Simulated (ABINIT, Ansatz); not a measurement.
# A GW run on KBr (Fm-3m) in ABINIT, with inputs changed

What do changed inputs do to GW on KBr (Fm-3m)?

Main program and level: ABINIT 10.8.3; LDA and many-body steps on it, plane waves.

## 1. Starting point

The structure is cubic, space group Fm-3m (No. 225). Conventional cell: a = 6.600 Å, b = 6.600 Å, c = 6.600 Å, α = 90.00°, β = 90.00°, γ = 90.00°. Nearest to K lie 6 Br at 3.30 Å. Nearest to Br lie 6 K at 3.30 Å. Farther neighbours and most contacts between anions are not listed.

The cell and positions come from the Crystallography Open Database and are kept as given unless a step says otherwise.

## 2. Screening, 4×4×4 mesh, 95 bands, screening to 141.5 eV

This step: ABINIT 10.8.3; RPA screening on LDA, plane waves, norm-conserving pseudopotentials.

The RPA dielectric matrix is built and inverted for each q.

run.abi

```
acell 3*1.0 Angstrom
rprim 
  0.000000000000 3.300000000000 3.300000000000
  3.300000000000 0.000000000000 3.300000000000
  3.300000000000 3.300000000000 0.000000000000
ntypat 2
znucl 19 35
natom 2
typat 1 2
xred 
  0.000000000000 0.000000000000 0.000000000000
  0.500000000000 0.500000000000 0.500000000000
pp_dirpath "pseudos"
pseudos "K.upf, Br.upf"
ecut 32
ngkpt 4 4 4
nshiftk 1
shiftk 0 0 0
kptopt 1
chksymbreak 0
istwfk *1
occopt 1
irdwfk 1
optdriver 3
nband 95
ecuteps 5.2
inclvkb 2
awtr 1
symchi 1
indata_prefix "in"
outdata_prefix "out"
tmpdata_prefix "tmp"
```

Launch:

```
OMP_NUM_THREADS=1 mpirun -n 4 abinit run.abi > log
```

Log:

```text
.Version 10.8.3 of ABINIT. v10.8.2 released Aug 2026.

 Symmetries : space group Fm -3 m (#225); Bravais cF (face-center cubic)
[... echo of the input left out ...]
== DATASET  1 ==================================================================
-   mpi_nproc: 4, omp_nthreads: 1 (-1 if OMP is not activated)

--- !DatasetInfo
iteration_state: {dtset: 1, }
dimensions: {natom: 2, nkpt: 8, mband: 95, nsppol: 1, nspinor: 1, nspden: 1, mpw: 4279, }
cutoff_energies: {ecut:  32.0, pawecutdg:  -1.0, }
electrons: {nelect:   1.60000000E+01, charge:   0.00000000E+00, occopt:   1.00000000E+00, tsmear:   1.00000000E-02, }

 SCREENING: Calculation of the susceptibility and dielectric matrices

 Based on a program developped by R.W. Godby, V. Olevano, G. Onida, and L. Reining.
 Incorporated in ABINIT by V. Olevano, G.-M. Rignanese, and M. Torrent.
.Using double precision arithmetic ; gwpc =  8

[... cell and pseudopotentials left out ...]
--------------------------------------------------------------------------------

 ==== K-mesh for the wavefunctions ====
 Number of points in the irreducible wedge :     8
[... list of points left out ...]
 Together with 48 symmetry operations and time-reversal symmetry
 yields    64 points in the full Brillouin Zone.

 ==== Q-mesh for the screening function ====
 Number of points in the irreducible wedge :     8
[... list of points left out ...]
 Together with 48 symmetry operations and time-reversal symmetry
 yields    64 points in the full Brillouin Zone.

 setmesh: FFT mesh size selected  =    32x   32x   32
          total number of points  =        32768

 vcoul_init : cutoff-mode = AUXILIARY_FUNCTION
 q-points for optical limit:   1
     1)      0.000010    0.000020    0.000030

- screening: taking advantage of time-reversal symmetry
- Maximum band index for partially occupied states nbvw = 8
- Remaining bands to be divided among processors   nbcw = 87
- Number of bands treated by each node ~21

 Number of electrons calculated from density =   16.0000; Expected =   16.0000
 average of density, n =  0.032988
 r_s =    1.9343
 omega_plasma =   17.5199 [eV]

 calculating chi0 at frequencies [eV] :
  1    0.000000E+00    0.000000E+00
  2    0.000000E+00    1.751989E+01

--------------------------------------------------------------------------------
  q-point number  1        q = ( 0.000000, 0.000000, 0.000000) [r.l.u.]
--------------------------------------------------------------------------------
[... chi0 elements left out ...]
 For q-point:  0.000010 0.000020 0.000030
  dielectric constant =   2.4992
  dielectric constant without local fields =   2.9940

  Average fulfillment of the sum rule on Im[epsilon] for q-point    1 :     72.71  [%]
[... wings left out ...]
  q-point number  2        q = ( 0.250000, 0.000000, 0.000000) [r.l.u.]
--------------------------------------------------------------------------------
[... chi0 elements left out ...]
  Average fulfillment of the sum rule on Im[epsilon] for q-point    2 :     82.16  [%]

 [... 6 further q-points ...]
```

The job ended after 21 s (4 MPI ranks of Arm Neoverse V2, shared host; peak memory 0.96 GiB; 83 s of CPU time).

This step gave:

```
ε∞ with local fields, on this mesh, along the program's q direction : 2.499
the same without local fields                                       : 2.994
plasma frequency                                                    : 17.52 eV
plane waves in the screening matrix                                 : 283
```

Local fields lower ε∞ by 17 %.

## 3. Base

The self-energy is evaluated for the states that the input lists, and the levels follow from it, in one-shot runs by the linearised quasiparticle equation.

This step: G0W0 on LDA, plane waves, norm-conserving pseudopotentials.

run.abi: that of step 2 with these lines changed.

```diff
@@ -23,8 +23,15 @@
 irdwfk 1
-optdriver 3
+optdriver 4
 nband 95
+gwcalctyp 0
+ecutsigx 32
+symsigma 1
+nkptgw 1
+kptgw 
+  0.0000000000 0.0000000000 0.0000000000
+bdgw 
+  6 12
 ecuteps 5.2
-inclvkb 2
-awtr 1
-symchi 1
+irdscr 1
+ppmodel 1
 indata_prefix "in"
```

Log:

```text
.Version 10.8.3 of ABINIT. v10.8.2 released Aug 2026.

 Symmetries : space group Fm -3 m (#225); Bravais cF (face-center cubic)
[... echo of the input left out ...]
== DATASET  1 ==================================================================
-   mpi_nproc: 4, omp_nthreads: 1 (-1 if OMP is not activated)

--- !DatasetInfo
iteration_state: {dtset: 1, }
dimensions: {natom: 2, nkpt: 8, mband: 95, nsppol: 1, nspinor: 1, nspden: 1, mpw: 4279, }
cutoff_energies: {ecut:  32.0, pawecutdg:  -1.0, }
electrons: {nelect:   1.60000000E+01, charge:   0.00000000E+00, occopt:   1.00000000E+00, tsmear:   1.00000000E-02, }

 SIGMA: Calculation of the GW corrections

 Based on a program developped by R.W. Godby, V. Olevano, G. Onida, and L. Reining.
 Incorporated in ABINIT by V. Olevano, G.-M. Rignanese, and M. Torrent.
.Using double precision arithmetic ; gwpc =  8

[... cell and pseudopotentials left out ...]
--------------------------------------------------------------------------------

 ==== K-mesh for the wavefunctions ====
 Number of points in the irreducible wedge :     8
[... list of points left out ...]
 Together with 48 symmetry operations and time-reversal symmetry
 yields    64 points in the full Brillouin Zone.

 ==== Q-mesh for screening function ====
 Number of points in the irreducible wedge :     8
[... list of points left out ...]
 Together with 48 symmetry operations and time-reversal symmetry
 yields    64 points in the full Brillouin Zone.

 vcoul_init : cutoff-mode = AUXILIARY_FUNCTION
 q-points for optical limit:   1
     1)      0.000010    0.000020    0.000030
 setmesh: FFT mesh size selected  =    45x   45x   45
          total number of points  =        91125

 Number of electrons calculated from density =   16.0000; Expected =   16.0000
 average of density, n =  0.032988
 r_s =    1.9343
 omega_plasma =   17.5199 [eV]

 === KS Band Gaps ===
  >>>> For spin  1
   Minimum direct gap =   4.0319 [eV], located at k-point      :   0.0000  0.0000  0.0000
   Fundamental gap    =   4.0319 [eV], Top of valence bands at :   0.0000  0.0000  0.0000
                                       Bottom of conduction at :   0.0000  0.0000  0.0000
 SIGMA fundamental parameters:
 PLASMON POLE MODEL  1
 number of plane-waves for SigmaX                 4279
 number of plane-waves for SigmaC and W            283
 number of plane-waves for wavefunctions          4279
 number of bands                                    95
 number of independent spin polarizations            1
 number of spinorial components                      1
 number of k-points in IBZ                           8
 number of q-points in IBZ                           8
 number of symmetry operations                      48
 number of k-points in BZ                           64
 number of q-points in BZ                           64
 number of frequencies for dSigma/dE                 9
 frequency step for dSigma/dE [eV]                0.25
 number of omega for Sigma on real axis              0
 max omega for Sigma on real axis  [eV]           0.00
 zcut for avoiding poles [eV]                     0.10

 EPSILON^-1 parameters (SCR file):
 dimension of the eps^-1 matrix on file            283
 dimension of the eps^-1 matrix used               283
 number of plane-waves for wavefunctions          4279
 number of bands                                    95
 number of q-points in IBZ                           8
 number of frequencies                               2
 number of real frequencies                          1
 number of imag frequencies                          1

 matrix elements of self-energy operator (all in [eV])

 Perturbative Calculation

--- !SelfEnergy_ee
iteration_state: {dtset: 1, }
kpoint     : [   0.000,    0.000,    0.000, ]
spin       : 1
KS_gap     :    4.032
QP_gap     :    6.785
Delta_QP_KS:    2.753
data: !SigmaeeData |
     Band     E0 <VxcDFT>   SigX SigC(E0)      Z dSigC/dE  Sig(E)    E-E0       E
        6  -0.201 -12.640 -16.505   1.837   0.810  -0.235 -14.282  -1.641  -1.843
        7  -0.201 -12.640 -16.505   1.837   0.810  -0.235 -14.282  -1.641  -1.843
        8  -0.201 -12.640 -16.505   1.837   0.810  -0.235 -14.282  -1.641  -1.843
        9   3.831  -7.272  -3.194  -2.786   0.861  -0.162  -6.161   1.111   4.942
       10   7.158  -8.721  -3.699  -2.973   0.855  -0.170  -6.969   1.752   8.910
       11   7.158  -8.721  -3.699  -2.973   0.855  -0.170  -6.969   1.752   8.910
       12   7.158  -8.721  -3.699  -2.973   0.855  -0.170  -6.969   1.752   8.910

== END DATASET(S) ==============================================================
================================================================================

 -outvars: echo values of variables after computation  --------
           etotal      0.0000000000E+00
            nband          95
             nkpt           8
          spgroup         225
 [... the other variables as echoed above ...]

 Calculation completed.
```

Run time: 6.7 s. Hardware: 4 MPI ranks; peak memory 0.98 GiB; 26 s of CPU time.

This step gave:

```yaml
g0w0_gap_on_the_points_computed: 6.785 eV
starting_gap_on_the_mesh: 4.032 eV
k_of_the_valence_top: 0, 0, 0
k_of_the_conduction_bottom: 0, 0, 0
z_at_the_valence_top: 0.81
z_at_the_conduction_bottom: 0.861
least_direct_g0w0_gap_on_the_computed_points: 6.785 eV
```

The gap on the mesh goes from 4.03 eV to 6.79 eV, a correction of +2.75 eV.

## 4. No symmetry in the self-energy

run.abi: that of step 3 with these lines changed.

```diff
@@ -27,3 +27,3 @@
 ecutsigx 32
-symsigma 1
+symsigma 0
 nkptgw 1
```

Log:

```text
.Version 10.8.3 of ABINIT. v10.8.2 released Aug 2026.

 Symmetries : space group Fm -3 m (#225); Bravais cF (face-center cubic)
[... echo of the input left out ...]
== DATASET  1 ==================================================================
-   mpi_nproc: 4, omp_nthreads: 1 (-1 if OMP is not activated)

--- !DatasetInfo
iteration_state: {dtset: 1, }
dimensions: {natom: 2, nkpt: 8, mband: 95, nsppol: 1, nspinor: 1, nspden: 1, mpw: 4279, }
cutoff_energies: {ecut:  32.0, pawecutdg:  -1.0, }
electrons: {nelect:   1.60000000E+01, charge:   0.00000000E+00, occopt:   1.00000000E+00, tsmear:   1.00000000E-02, }

 SIGMA: Calculation of the GW corrections

 Based on a program developped by R.W. Godby, V. Olevano, G. Onida, and L. Reining.
 Incorporated in ABINIT by V. Olevano, G.-M. Rignanese, and M. Torrent.
.Using double precision arithmetic ; gwpc =  8

[... cell and pseudopotentials left out ...]
--------------------------------------------------------------------------------

 ==== K-mesh for the wavefunctions ====
 Number of points in the irreducible wedge :     8
[... list of points left out ...]
 Together with 48 symmetry operations and time-reversal symmetry
 yields    64 points in the full Brillouin Zone.

 ==== Q-mesh for screening function ====
 Number of points in the irreducible wedge :     8
[... list of points left out ...]
 Together with 48 symmetry operations and time-reversal symmetry
 yields    64 points in the full Brillouin Zone.

 vcoul_init : cutoff-mode = AUXILIARY_FUNCTION
 q-points for optical limit:   1
     1)      0.000010    0.000020    0.000030
 setmesh: FFT mesh size selected  =    45x   45x   45
          total number of points  =        91125

 Number of electrons calculated from density =   16.0000; Expected =   16.0000
[...]
number of q-points in BZ                           64
 number of frequencies for dSigma/dE                 9
 frequency step for dSigma/dE [eV]                0.25
 number of omega for Sigma on real axis              0
 max omega for Sigma on real axis  [eV]           0.00
 zcut for avoiding poles [eV]                     0.10

 EPSILON^-1 parameters (SCR file):
 dimension of the eps^-1 matrix on file            283
 dimension of the eps^-1 matrix used               283
 number of plane-waves for wavefunctions          4279
 number of bands                                    95
 number of q-points in IBZ                           8
 number of frequencies                               2
 number of real frequencies                          1
 number of imag frequencies                          1

 matrix elements of self-energy operator (all in [eV])

 Perturbative Calculation

--- !SelfEnergy_ee
iteration_state: {dtset: 1, }
kpoint     : [   0.000,    0.000,    0.000, ]
spin       : 1
KS_gap     :    4.032
QP_gap     :    6.784
Delta_QP_KS:    2.753
data: !SigmaeeData |
     Band     E0 <VxcDFT>   SigX SigC(E0)      Z dSigC/dE  Sig(E)    E-E0       E
        6  -0.201 -12.640 -16.505   1.837   0.810  -0.235 -14.282  -1.642  -1.843
        7  -0.201 -12.640 -16.505   1.837   0.810  -0.235 -14.282  -1.641  -1.843
        8  -0.201 -12.640 -16.505   1.837   0.810  -0.235 -14.281  -1.641  -1.842
        9   3.831  -7.272  -3.194  -2.786   0.861  -0.162  -6.161   1.111   4.942
       10   7.158  -8.721  -3.699  -2.973   0.855  -0.170  -6.969   1.752   8.910
       11   7.158  -8.721  -3.699  -2.973   0.855  -0.170  -6.969   1.752   8.910
       12   7.158  -8.721  -3.699  -2.973   0.855  -0.170  -6.969   1.752   8.910

== END DATASET(S) ==============================================================
================================================================================

 -outvars: echo values of variables after computation  --------
           etotal      0.0000000000E+00
            nband          95
             nkpt           8
          spgroup         225
 [... the other variables as echoed above ...]

 Calculation completed.
```

Run time: 37 s. Hardware: 4 MPI ranks; peak memory 1 GiB.

This step gave:

```yaml
g0w0_gap_on_the_points_computed: 6.784 eV
starting_gap_on_the_mesh: 4.032 eV
k_of_the_valence_top: 0, 0, 0
k_of_the_conduction_bottom: 0, 0, 0
z_at_the_valence_top: 0.81
z_at_the_conduction_bottom: 0.861
least_direct_g0w0_gap_on_the_computed_points: 6.784 eV
```

Against G0W0 in ABINIT (4×4×4 mesh, 95 bands, screening to 141.5 eV, Godby-Needs plasmon pole), the gap moves by −0.001 eV.

## 5. A keyword of another program

run.abi: that of step 4 with these lines changed.

```diff
@@ -27,3 +27,3 @@
 ecutsigx 32
-symsigma 0
+symsigma 1
 nkptgw 1
@@ -36,2 +36,3 @@
 ppmodel 1
+ecut_chi 100
 indata_prefix "in"
```

Log:

```text
.Version 10.8.3 of ABINIT. v10.8.2 released Aug 2026.

 Symmetries : space group Fm -3 m (#225); Bravais cF (face-center cubic)
================================================================================
 Values of the parameters that define the memory need of the present run
     intxc =       0    ionmov =       0      iscf =       7    lmnmax =       6
     lnmax =       6     mgfft =      48  mpssoang =       3    mqgrid =    3001
     natom =       2  nloc_mem =       1    nspden =       1   nspinor =       1
    nsppol =       1      nsym =      48    n1xccc =    2501    ntypat =       2
    occopt =       1   xclevel =       1
-    mband =          95        mffmem =           1         mkmem =           2
       mpw =        4279          nfft =      110592          nkpt =           8
================================================================================
  Rough estimation (10% accuracy) of disk space for files :
================================================================================

--------------------------------------------------------------------------------
------------- Echo of variables that govern the present computation ------------
--------------------------------------------------------------------------------
 -outvars: echo values of preprocessed input variables --------
            acell      1.8897261259E+00  1.8897261259E+00  1.8897261259E+00 Bohr

             bdgw           6      12
      chksymbreak           0
             ecut      3.20000000E+01 Hartree
          ecuteps      5.20000000E+00 Hartree
         ecutsigx      3.20000000E+01 Hartree
          ecutwfn      3.20000000E+01 Hartree
-          fftalg         312
           irdscr           1
           irdwfk           1

              ixc       -1012
[...]
npwsigx        4279
           npwwfn        4279
             nsym          48
           ntypat           2
              occ      2.000000  2.000000  2.000000  2.000000  2.000000  2.000000
                       2.000000  2.000000  0.000000  0.000000  0.000000  0.000000
                       0.000000  0.000000  0.000000  0.000000  0.000000  0.000000
                       0.000000  0.000000  0.000000  0.000000  0.000000  0.000000
[...]
0.000000  0.000000  0.000000  0.000000  0.000000  0.000000
   [... 5 further rows ...]
                       0.000000  0.000000  0.000000  0.000000  0.000000  0.000000
                       0.000000  0.000000  0.000000  0.000000  0.000000
        optdriver           4
            rprim      0.0000000000E+00  3.3000000000E+00  3.3000000000E+00
[...]
3.3000000000E+00  3.3000000000E+00  0.0000000000E+00
          spgroup         225

             xred      0.0000000000E+00  0.0000000000E+00  0.0000000000E+00
                       5.0000000000E-01  5.0000000000E-01  5.0000000000E-01
            znucl       19.00000   35.00000

================================================================================

 chkinp: Checking input parameters for consistency.

--- !ERROR
message: |
    Found token: `ECUT_CHI` in the input file.
    This name is not one of the registered input variable names (see
    Action: check your input file. Perhaps you mistyped the input variable,
    or specified "img", although this was not permitted for this input variable.

--- !ERROR
message: |
    Found token: `ECUT_CHI` in the input file.
    This name is not one of the registered input variable names (see
    Action: check your input file. Perhaps you mistyped the input variable,
    or specified "img", although this was not permitted for this input variable.

--- from the log ---
Found token: `ECUT_CHI` in the input file.
    This name is not one of the registered input variable names (see
    Action: check your input file. Perhaps you mistyped the input variable,
    or specified "img", although this was not permitted for this input variable.
```

Run time: 0.67 s. Hardware: 4 MPI ranks; peak memory 0.06 GiB.

The run stopped with an error after 0.67 s.

The program's words: Found token: `ECUT_CHI` in the input file. This name is not one of the registered input variable names (see Action: check your input file. Perhaps you mistyped the input variable, or specified "img", although this was not permitted for this input variable.

The fault put into this input: a keyword of another program.

## 6. The runs together

Times are wall times on 4 MPI ranks of Arm Neoverse V2, shared host, good to a factor of about two. A run's time includes the screening step that it read.

| run | mesh | bands | screening cutoff (eV) | DFT gap (eV) | gap on the mesh (eV) | direct (eV) | ε∞ used | time |
| --- | --- | --- | --- | --- | --- | --- | --- | --- |
| base | 4×4×4 | 95 | 141.5 | 4.032 | 6.785 | 6.785 | 2.50 | 27 s |
| no symmetry in the self-energy | 4×4×4 | 95 | 141.5 | 4.032 | 6.784 | 6.784 | 2.50 | 58 s |

## 7. Results

```yaml
base: 6.785 eV
no_symmetry_in_the_self_energy: 6.784 eV
known_limits: not at the basis limit; no spin-orbit coupling
```

What this shows: No symmetry in the self-energy: no change against base (keys changed: symsigma). Bands and cutoff are finite, so the gap is not at the basis limit. The miss can reach some tenths of an eV and take either sign; the mesh is an error of its own. In the first G0W0 run levels were corrected at 1 k point alone, so a gap called «on the mesh» is the least over those, and an edge elsewhere would be missed. The many-body steps are scalar-relativistic: spin-orbit coupling is not in them.

[Paths, hosts, dates, memory and timing lines, banners, echoed tables and standing remarks are left out of the program output.]

[Logs are printed without paths, hosts, clocks, repeated set-up lines and the standing remarks that a program may print on its own settings, such as how far it seeks lower states.]

[Runs of the session that timed out or met a known fault of the program may be left out.]

[No measured gap is set beside runs whose start may be inverted or whose files or cutoffs have a known fault.]

[Hosts, paths, dates, database ids (printed as entryN), source tags and the programs' standing remarks are cut or masked in the printed files.]

[G0W0 gaps are taken among the corrected bands and points alone; a level outside them can change the order at an edge.]

[Where Ansatz stands beside ABINIT at settings called matched, ABINIT's density can come from a denser mesh and the files from another edition; pairs whose starting gaps differed by over 0.03 eV were left out, so agreement reads better than it is.]
